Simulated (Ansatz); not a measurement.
# TiTe2 monolayer (2H) under uniaxial strain along a, the zigzag direction, with the width clamped, part 2 of 3

Wanted: the shifts of the zone-centre modes of TiTe2 monolayer (2H) with strain.

Ansatz 0.2.0; DFT PBE, scalar-relativistic, plane waves, PAW; PAW set soft_1.

So far: Set-up; Relaxation.

**2. Relaxation (continued)**

Electrostatic potential energy in the ac plane at fractional y = 0.333, with atoms of Te within 0.2 Å of it. With pseudopotentials it is smooth inside the atoms' cores, unlike the true potential.

Ten even steps from '_' (-27 eV) to '@' (0 eV), each cell a mean:
```
@@@@@@@@@@@@@@@@@@@@@@@@@@@@
@@@@@@@@@@@@@@@@@@@@@@@@@@@@
@@@@@@@@@@@@@@@@@@@@@@@@@@@@
@@@@@@@@@@@@@@@@@@@@@@@@@@@@
@@@@@@@@@@@@@@@@@@@@@@@@@@@@
@@@@@@@@@@@@@@@@@@@@@@@@@@@@
@@@@@@@@@@@@@@@@@@@@@@@@@@@@
@@@@@@@@@@@@@@@@@@@@@@@@@@@@
@@@@@@@@@@@@@@@@@@@@@@@@@@@@
@@@@@@@@@@@@@@@@@@@@@@@@@@@@
@@@@@@@@@@@@@@@@@@@@@@@@@@@@
@@@@@@@@@@@@@@@@@@@@@@@@@@@@
@@@@@@@@@@@@@@@@@@@@@@@@@@@@
@@@@@@@@@@@@@@@@%%%%%%@@@@@@
%%@@@@@@%%**::__==++++....==
############++----====--==**
####****########********####
##%%@@%%%%++..__==****..__--
@@@@@@@@@@%%##**++++++**##%%
@@@@@@@@@@@@@@@@@@@@@@@@@@@@
@@@@@@@@@@@@@@@@@@@@@@@@@@@@
@@@@@@@@@@@@@@@@@@@@@@@@@@@@
@@@@@@@@@@@@@@@@@@@@@@@@@@@@
@@@@@@@@@@@@@@@@@@@@@@@@@@@@
```
Columns run along a (3.7 Å; values clipped at the 3rd and 97th percentile), rows up along c (31.0 Å). Atoms in or near the plane, at fractional coordinates: Te at (0.67, 0.38), Te at (0.67, 0.26).

**3. Tight relaxation**

Phonons need small forces and stress, so the relaxation is finished with tight tolerances on 12×12×1 k points.

Contents of input.yaml:

```yaml
crystal:
  lattice:
    - [3.7477308129, 0.0, 0.0]
    - [-1.8738654064, 3.2456300905, 0.0]
    - [0.0, 0.0, 31.0]
  atoms:
    - { symbol: Ti, position: [0.3333333333, 0.6666666667, 0.3225806452] }
    - { symbol: Te, position: [0.6666666667, 0.3333333333, 0.3802017248] }
    - { symbol: Te, position: [0.6666666667, 0.3333333333, 0.2649595655] }
  periodic: [true, true, false]
kpoints:
  mp_grid: { grid: [12, 12, 1] }
hamiltonian:
  xc: pbe
  pseudopotentials: { kind: paw, azcp: { folder: soft_1 } }
scf:
  occupations: { method: gaussian, width: 0.01 }
output:
  forces: true
  stress: true
  eigenvalues: true
  write_density: true
  write_potential: true
  elf: true
  volumetric_format: npy
relax:
  adjacent_minimum: "off"
  f_tol: 0.001
  max_steps: 60
  cell: { stress_2d_tol: 0.002 }
```

Launch:

```bash
ansatz run input.yaml --threads 4 --pin off --max-ram 16384MiB --backend cpu --events-out ev --progress --plain --runs-dir out
```

Numbers of over 12 decimals in the logs are rounded to 6 here.

The log of the run:

```text
[...]
Crystal: 3 atoms, lattice volume = 377.076 Å³
Basis set: ecut = 420 eV, 7399 PW (Γ), exchange–correlation on 54×54×432 points (8 copies of the dense FFT grid, shifted against one another)
Bands: 27, of which v1, the nominal top of the filled ones, is band 22 counted from 1 (21 counted from 0)
Symmetry: 12 space group operations
[...]
--- Relaxed structure (2 steps of the walk, 2 accepted, 1 SCFs on fresh bases) ---
[...]
cell:  # Å, volume = 377.1039 Å³
    - [3.747869, -2.886864464426129e-11, 0.0]
    - [-1.873934, 3.245749, 0.0]
    - [0.0, 0.0, 31.0]
  atoms:
    - { symbol: Ti, position: [0.333333, 0.666667, 0.322581] }
    - { symbol: Te, position: [0.666667, 0.333333, 0.380198] }
    - { symbol: Te, position: [0.666667, 0.333333, 0.264963] }
[key lines of the parts left out:]
SCF converged after 11 iterations
Free energy (F): -16461.545828 eV
Fermi energy:    -5.220745 eV
P = ½ c Tr σ = 0.0009 N/m
```

Wall time 21 s (4 threads of Arm Neoverse V1, shared host); peak memory 0.72 GiB.

Little changed from the start: no atom moved by 0.005 Å and no cell edge by 0.1 %.

Numbers from this step:

| Property | Result |
| --- | --- |
| gap on the k-mesh | 0.1818 eV |

ELF in the ac plane at fractional y = 0.333, with atoms of Te within 0.2 Å of it. It is the smooth field of the valence electrons, not physical close to the nuclei.

Values, 24 rows by 14 columns, each cell a mean:
```
0.00 0.00 0.00 0.00 0.00 0.00 0.00 0.00 0.00 0.00 0.00 0.00 0.00 0.00
0.00 0.00 0.00 0.00 0.00 0.00 0.00 0.00 0.00 0.00 0.00 0.00 0.00 0.00
0.00 0.00 0.00 0.00 0.00 0.00 0.00 0.00 0.00 0.00 0.00 0.00 0.00 0.00
0.00 0.00 0.00 0.00 0.00 0.00 0.00 0.00 0.00 0.00 0.00 0.00 0.00 0.00
0.00 0.00 0.00 0.00 0.00 0.00 0.00 0.00 0.00 0.00 0.00 0.00 0.00 0.00
0.00 0.00 0.00 0.00 0.00 0.00 0.00 0.00 0.00 0.00 0.00 0.00 0.00 0.00
0.00 0.00 0.00 0.00 0.00 0.00 0.00 0.00 0.00 0.00 0.00 0.00 0.00 0.00
0.00 0.00 0.00 0.00 0.00 0.00 0.00 0.00 0.00 0.00 0.00 0.00 0.00 0.00
0.00 0.00 0.00 0.00 0.00 0.00 0.00 0.00 0.00 0.00 0.00 0.00 0.00 0.00
0.00 0.00 0.00 0.00 0.00 0.00 0.00 0.00 0.00 0.00 0.00 0.00 0.00 0.00
0.00 0.00 0.00 0.00 0.00 0.00 0.00 0.00 0.00 0.00 0.00 0.00 0.00 0.00
0.00 0.00 0.00 0.00 0.00 0.00 0.00 0.00 0.00 0.00 0.00 0.00 0.00 0.00
0.01 0.00 0.00 0.00 0.01 0.03 0.07 0.13 0.17 0.19 0.19 0.15 0.09 0.05
0.25 0.08 0.03 0.05 0.17 0.41 0.61 0.70 0.74 0.76 0.75 0.72 0.65 0.51
0.57 0.33 0.16 0.24 0.49 0.61 0.54 0.40 0.25 0.20 0.22 0.34 0.49 0.60
0.45 0.27 0.17 0.22 0.38 0.52 0.54 0.46 0.36 0.32 0.33 0.42 0.51 0.55
0.24 0.13 0.09 0.12 0.20 0.34 0.42 0.42 0.39 0.36 0.37 0.41 0.43 0.39
0.60 0.39 0.22 0.30 0.53 0.60 0.48 0.31 0.14 0.09 0.10 0.23 0.42 0.56
0.41 0.16 0.06 0.10 0.30 0.57 0.70 0.72 0.70 0.68 0.69 0.71 0.72 0.66
0.05 0.01 0.00 0.01 0.03 0.10 0.22 0.32 0.39 0.42 0.41 0.35 0.26 0.15
0.00 0.00 0.00 0.00 0.00 0.00 0.01 0.01 0.02 0.02 0.02 0.01 0.01 0.00
0.00 0.00 0.00 0.00 0.00 0.00 0.00 0.00 0.00 0.00 0.00 0.00 0.00 0.00
0.00 0.00 0.00 0.00 0.00 0.00 0.00 0.00 0.00 0.00 0.00 0.00 0.00 0.00
0.00 0.00 0.00 0.00 0.00 0.00 0.00 0.00 0.00 0.00 0.00 0.00 0.00 0.00
```
Columns run along a (3.7 Å), rows up along c (31.0 Å). Atoms in or near the plane, at fractional coordinates: Te at (0.67, 0.38), Te at (0.67, 0.26).

Valence density in the ac plane at fractional y = 0.333, with atoms of Te within 0.2 Å of it. It is the smooth field of the valence electrons, not physical close to the nuclei.

Ten steps, logarithmic in the rise over the least value, from '_' (0 e/Å³) to '@' (11 e/Å³), each cell a mean:
```
____________________________
____________________________
____________________________
____________________________
____________________________
____________________________
____________________________
____________________________
____________________________
____________________________
____________________________
____________________________
____________________________
____________..............__
::........::==**%%@@@@##++--
::::....::::--==**##**++----
::......::::::::------::::::
::......::--==##@@@@@@##++--
..________..::----====--::..
____________________________
____________________________
____________________________
____________________________
____________________________
```
Columns run along a (3.7 Å), rows up along c (31.0 Å). Atoms in or near the plane, at fractional coordinates: Te at (0.67, 0.38), Te at (0.67, 0.26).

Electrostatic potential energy in the ac plane at fractional y = 0.333, with atoms of Te within 0.2 Å of it. With pseudopotentials it is smooth inside the atoms' cores, unlike the true potential.

Values in eV, 24 rows by 14 columns, each cell a mean:
```
  0   0   0   0   0   0   0   0   0   0   0   0   0   0
  0   0   0   0   0   0   0   0   0   0   0   0   0   0
  0   0   0   0   0   0   0   0   0   0   0   0   0   0
  0   0   0   0   0   0   0   0   0   0   0   0   0   0
  0   0   0   0   0   0   0   0   0   0   0   0   0   0
  0   0   0   0   0   0   0   0   0   0   0   0   0   0
  0   0   0   0   0   0   0   0   0   0   0   0   0   0
  0   0   0   0   0   0   0   0   0   0   0   0   0   0
  0   0   0   0   0   0   0   0   0   0   0   0   0   0
  0   0   0   0   0   0   0   0   0   0   0   0   0   0
  0   0   0   0   0   0   0   0   0   0   0   0   0   0
  0   0   0   0   0   0   0   0   0   0   0   0   0   0
  0   0   0   0   0   0   0   0   0   0   0   0   0   0
 -1   0   0   0  -1  -1  -1  -2  -3  -4  -3  -3  -2  -1
 -5  -3  -2  -2  -4 -10 -21 -25 -15 -12 -13 -22 -23 -14
 -6  -6  -6  -6  -6  -7 -12 -16 -17 -15 -16 -17 -14  -9
 -7  -8  -9  -9  -8  -6  -6  -8 -10 -11 -10  -9  -7  -6
 -6  -3  -2  -3  -5 -11 -24 -27 -15  -9 -11 -24 -26 -17
 -2  -1  -1  -1  -1  -3  -6  -9 -12 -13 -12 -11  -7  -4
  0   0   0   0   0   0   0   0   0   0   0   0   0   0
  0   0   0   0   0   0   0   0   0   0   0   0   0   0
  0   0   0   0   0   0   0   0   0   0   0   0   0   0
  0   0   0   0   0   0   0   0   0   0   0   0   0   0
  0   0   0   0   0   0   0   0   0   0   0   0   0   0
```
Columns run along a (3.7 Å; values clipped at the 3rd and 97th percentile), rows up along c (31.0 Å). Atoms in or near the plane, at fractional coordinates: Te at (0.67, 0.38), Te at (0.67, 0.26).

The largest force component left is 0.59 meV/Å, within the tolerances set.

**4. Zone-centre response at rest**

The force constants come from the linear response of the density to a displacement.

The modes at rest are the reference of the series.

input.yaml, the sections that differ from step 3:

```yaml
crystal:
  lattice:
    - [3.7478685862, 0.0, 0.0]
    - [-1.8739342931, 3.2457494057, 0.0]
    - [0.0, 0.0, 31.0]
  atoms:
    - { symbol: Ti, position: [0.3333333333, 0.6666666667, 0.3225806452] }
    - { symbol: Te, position: [0.6666666667, 0.3333333333, 0.3801980962] }
    - { symbol: Te, position: [0.6666666667, 0.3333333333, 0.2649631941] }
  periodic: [true, true, false]
output:
  eigenvalues: true
phonons:
  method: dfpt
# kpoints, hamiltonian, scf: as in step 3
# relax: removed
```

The log of the run:

```text
Warning: crystal.symmetry: narrowed to the stabiliser of the run's FFT grids — unitary ops 12 → 6. A phonons.method: dfpt run fills in the rows of the dynamical matrix that it does not solve by its symmetry operations, which is exact only for operations that map its FFT grids onto themselves: filled in by any other, the frequencies could depend on the order in which like atoms are typed, or, by more than the grids' own error, on where the crystal sits among the grids' points. Excluded: 6 operations. The run can therefore solve more perturbations, solve them on more k-points, or both, and cost more. [rest of the remark cut]
[...]
Crystal: 3 atoms, lattice volume = 377.104 Å³
Basis set: ecut = 420 eV, 7399 PW (Γ), exchange–correlation on 54×54×432 points (8 copies of the dense FFT grid, shifted against one another)
Bands: 27, of which v1, the nominal top of the filled ones, is band 22 counted from 1 (21 counted from 0)
Symmetry: 12 space group operations
k-points: 43 of 144 (irreducible under 2 space group operations, time reversal used)
[...]
SCF iter  13: F=-16461.545828 eV  HF=-16461.545828 eV  |F-HF|=9.82e-11  |Δ(HF+E_count)|=  1.09e-11  Δρ=3.28e-8  dr2=6.15e-12  ethr=1.00e-12  ⟨swp⟩=19.0  Hψ=8329  notcnv=0
SCF 1 converged in 13 iterations: F = -16461.545828 eV  dr2 = 6.15e-12
[...]
DFPT response loops at Γ: preconditioner auto → none (the input reference at scf.mixing.eps_inf says where Resta's filter doesn't serve); β = 0.50; Broyden in place of MSR1
SCF converged after 13 iterations
Free energy (F): -16461.545828 eV
[...]
Internal energy: -16461.545828 eV  (E = F + TS)
E sigma→0 (E₀):  -16461.545828 eV
Fermi energy:    -5.220747 eV
[...]
--- Band table (eV; the first three rows and the last of 43) ---
  k-point 0: bands = [... 18 lower, -6.0419, -6.0419, -5.3114, -5.3114, -4.4280, -2.5085, -2.5085, -2.3714, ... 1 higher]
  k-point 1: bands = [... 18 lower, -6.2928, -6.0115, -5.4231, -5.4116, -4.4597, -2.7871, -2.7085, -2.5154, ... 1 higher]
  k-point 2: bands = [... 18 lower, -6.5200, -5.9296, -5.7232, -5.6958, -4.5956, -3.1626, -3.0944, -2.8498, ... 1 higher]
  k-point 42: bands = [... 18 lower, -7.8563, -7.3655, -7.2186, -5.9122, -4.7083, -3.5321, -3.3857, -2.9581, ... 1 higher]
--- Phonons (Γ-DFPT): 6 representative perturbations + reference, on 43 of 144 k-points (Σ response iterations 25) ---
  ASR residual: 1.472e-4 → 0.000e0 eV/Å²; symmetrization residual: 5.803e-5 eV/Å²
  The last average, over the group as it would stand without the narrowing to the FFT grids, took up to 2.446e-6 eV/Å² of the zone centre's force constants
  ASR residual per site (eV/Å²): 1.47e-4 3.34e-5 3.52e-5
  Γ frequencies (cm⁻¹): 0.00 0.00 0.00 57.06 57.06 147.22 187.13 187.13 255.77
  non-analytic LO–TO correction: not included (Born effective charges unavailable; polar crystals: no LO–TO splitting at Γ)
```

The job ended after 93 s (4 threads; peak memory 1.8 GiB).

Numbers from this step:

```yaml
sum_rule_residual_before_enforcement: 1.47e-4 eV/Å²
point_group: -6m2
highest_optical_mode_at_the_zone_centre_no_lo_to_term: 255.8 cm⁻¹
lowest_optical_zone_centre_mode: 57.06 cm⁻¹
```

Without the LO-TO term. Patterns of degenerate modes are one choice out of their space. The modes at Γ (shares of kinetic energy by element, %):

```
mode  frequency (cm⁻¹)  symmetry  Ti %  Te %
   1               0.0  acoustic    16    84
   2               0.0  acoustic    16    84
   3               0.0  acoustic    16    84
   4              57.1       E''     0   100
   5              57.1       E''     0   100
   6             147.2       A1'     0   100
   7             187.1        E'    84    16
   8             187.1        E'    84    16
   9             255.8      A2''    84    16
```

Displacements in mode 4 (57.1 cm⁻¹), the largest set to 1:
```
Ti1  0.00  0.00  0.00
Te2  0.00 -1.00  0.00
Te3  0.00  1.00  0.00
```

Displacements in mode 9 (255.8 cm⁻¹), the largest set to 1:
```
Ti1  0.00  0.00  1.00
Te2  0.00  0.00 -0.19
Te3  0.00  0.00 -0.19
```

Before it was imposed, the acoustic sum rule was missed by 1.5e-4 eV/Å². Small misses are needed for a sound result but don't prove that mesh and cutoff are converged. The lowest optical mode is real, 57.1 cm⁻¹.

**5. A member of the series: uniaxial strain of -1 % along a, the zigzag direction, with the width clamped**

The cell takes a uniaxial strain of -1 % along a, the zigzag direction, with the width clamped. The cell is held, and the atoms relax in it.

input.yaml, the sections that differ from step 4:

```yaml
crystal:
  lattice:
    - [3.7103899003, 0.0, 0.0]
    - [-1.8551949501, 3.2457494057, 0.0]
    - [0.0, 0.0, 31.0]
  atoms:
    - { symbol: Ti, position: [0.3333333333, 0.6666666667, 0.3225806452] }
    - { symbol: Te, position: [0.6666666667, 0.3333333333, 0.3801980962] }
    - { symbol: Te, position: [0.6666666667, 0.3333333333, 0.2649631941] }
  periodic: [true, true, false]
output:
  forces: true
  stress: true
  eigenvalues: true
relax:
  adjacent_minimum: "off"
  f_tol: 0.001
  max_steps: 60
# kpoints, hamiltonian, scf: as in step 4
# phonons: removed
```

The log of the run:

```text
[...]
F+E_penalty+E_count = -16461.54367231 eV   max|allowed force component| = 6.307e-4 eV/Å
  cell:  # Å, volume = 373.3329 Å³
    - [3.7103899003, -2.857892285921756e-11, 0.0]
    - [-1.855194950125, 3.245749, 0.0]
    - [0.0, 0.0, 31.0]
  atoms:
    - { symbol: Ti, position: [0.334050, 0.668099, 0.322581] }
    - { symbol: Te, position: [0.666309, 0.332617, 0.380374] }
    - { symbol: Te, position: [0.666309, 0.332617, 0.264788] }
[key lines of the parts left out:]
SCF converged after 2 iterations
Free energy (F): -16461.543672 eV
Fermi energy:    -5.184929 eV
P = ½ c Tr σ = 0.3817 N/m
```

It took 52 s on 4 threads; peak memory 0.86 GiB; 3.4 min of CPU time.

The steps of the relaxation:

```
step  energy less that of the first step (eV)  largest force component (eV/Å)
   1                                   0.0000                          0.0566
   2                                   0.0006                          0.1021
   3                                  -0.0004                          0.0136
   4                                  -0.0004                          0.0006
   5                                  -0.0004                          0.0006
```

Relaxation step 2 was tried and not accepted.

Forces are held to the 4 operations that the run works with; a distortion that breaks them can't arise in this run.

The relaxed structure:

```
Ti Te
1.0
     3.71039    0.00000    0.00000
    -1.85519    3.24575    0.00000
     0.00000    0.00000   31.00000
Ti Te
1 2
Direct
  0.33405 0.66810 0.32258
  0.66631 0.33262 0.38037
  0.66631 0.33262 0.26479
```

Numbers from this step:

| Property | Result |
| --- | --- |
| gap on the k-mesh | 0.09788 eV |
| area per atom | 4.014 Å² |

The largest force component left is 0.63 meV/Å.

**6. Zone-centre modes of the member: uniaxial strain of -1 % along a, the zigzag direction, with the width clamped**

The zone-centre modes follow for uniaxial strain of -1 % along a, the zigzag direction, with the width clamped.

input.yaml, the sections that differ from step 5:

```yaml
crystal:
  lattice:
    - [3.7103899003, 0.0, 0.0]
    - [-1.8551949501, 3.2457494057, 0.0]
    - [0.0, 0.0, 31.0]
  atoms:
    - { symbol: Ti, position: [0.3340495073, 0.6680990146, 0.3225806452] }
    - { symbol: Te, position: [0.6663085797, 0.3326171593, 0.3803736769] }
    - { symbol: Te, position: [0.6663085797, 0.3326171593, 0.2647876134] }
  periodic: [true, true, false]
output:
  eigenvalues: true
phonons:
  method: dfpt
# kpoints, hamiltonian, scf: as in step 5
# relax: removed
```

The log of the run:

```text
[...]
Crystal: 3 atoms, lattice volume = 373.333 Å³
Basis set: ecut = 420 eV, 7355 PW (Γ), exchange–correlation on 50×50×432 points (8 copies of the dense FFT grid, shifted against one another)
Bands: 27, of which v1, the nominal top of the filled ones, is band 22 counted from 1 (21 counted from 0)
Symmetry: 4 space group operations
k-points: 43 of 144 (irreducible under 2 space group operations, time reversal used)
[...]
SCF iter   1: F=—  HF=-16461.810819 eV  |F-HF|=—  |Δ(HF+E_count)|=         —  Δρ=1.45e-2  dr2=1.37e0  ethr=3.10e-3  ⟨swp⟩=16.2  Hψ=8488  notcnv=0
[...]
SCF iter  15: F=-16461.543672 eV  HF=-16461.543672 eV  |F-HF|=1.38e-10  |Δ(HF+E_count)|=  3.64e-11  Δρ=7.62e-9  dr2=6.22e-13  ethr=1.00e-12  ⟨swp⟩=20.1  Hψ=8293  notcnv=0
SCF 1 converged in 15 iterations: F = -16461.543672 eV  dr2 = 6.22e-13
[...]
SCF converged after 15 iterations
Free energy (F): -16461.543672 eV
[...]
Internal energy: -16461.543672 eV  (E = F + TS)
E sigma→0 (E₀):  -16461.543672 eV
Fermi energy:    -5.184937 eV
[...]
--- Band table (eV; the first three rows and the last of 43) ---
  k-point 0: bands = [... 18 lower, -6.0199, -5.9587, -5.2908, -5.2335, -4.4267, -2.4616, -2.4291, -2.3454, ... 1 higher]
  k-point 1: bands = [... 18 lower, -6.2715, -5.9264, -5.4004, -5.3440, -4.4581, -2.7398, -2.6918, -2.4187, ... 1 higher]
  k-point 2: bands = [... 18 lower, -6.5429, -5.8389, -5.7367, -5.6142, -4.5948, -3.1524, -3.0461, -2.7582, ... 1 higher]
  k-point 42: bands = [... 18 lower, -7.8338, -7.3427, -7.2194, -5.9063, -4.6902, -3.4547, -3.3431, -2.9358, ... 1 higher]
[...]
ASR residual: 4.302e-5 → 0.000e0 eV/Å²; symmetrization residual: 1.197e-5 eV/Å²
[...]
ASR residual per site (eV/Å²): 4.30e-5 2.22e-5 2.06e-5
  Γ frequencies (cm⁻¹): 0.00 0.00 0.00 57.01 58.90 147.46 179.15 187.64 258.94
[...]
```

It took 2 min on 4 threads; peak memory 1.8 GiB.

Numbers from this step:

```yaml
sum_rule_residual_before_enforcement: 4.30e-5 eV/Å²
point_group: mm2
highest_optical_mode_at_the_zone_centre_no_lo_to_term: 258.9 cm⁻¹
lowest_optical_zone_centre_mode: 57.01 cm⁻¹
```

Without the LO-TO term. Patterns of degenerate modes are one choice out of their space. The modes at Γ (shares of kinetic energy by element, %):

```
mode  frequency (cm⁻¹)  symmetry  Ti %  Te %
   1               0.0  acoustic    16    84
   2               0.0  acoustic    16    84
   3               0.0  acoustic    16    84
   4              57.0        A2     0   100
   5              58.9        B1     0   100
   6             147.5        A1     0   100
   7             179.2        B2    84    16
   8             187.6        A1    84    16
   9             258.9        B1    84    16
```

The lowest optical mode is real, 57.0 cm⁻¹, and the highest lies at 258.9 cm⁻¹.

[end of part 2 of 3]

[Logs are printed without paths, hosts, clocks, repeated set-up lines and the standing remarks that a program may print on its own settings, such as how far it seeks lower states.]

[Hosts, paths, dates, database ids (printed as entryN), source tags and the programs' standing remarks are cut or masked in the printed files.]
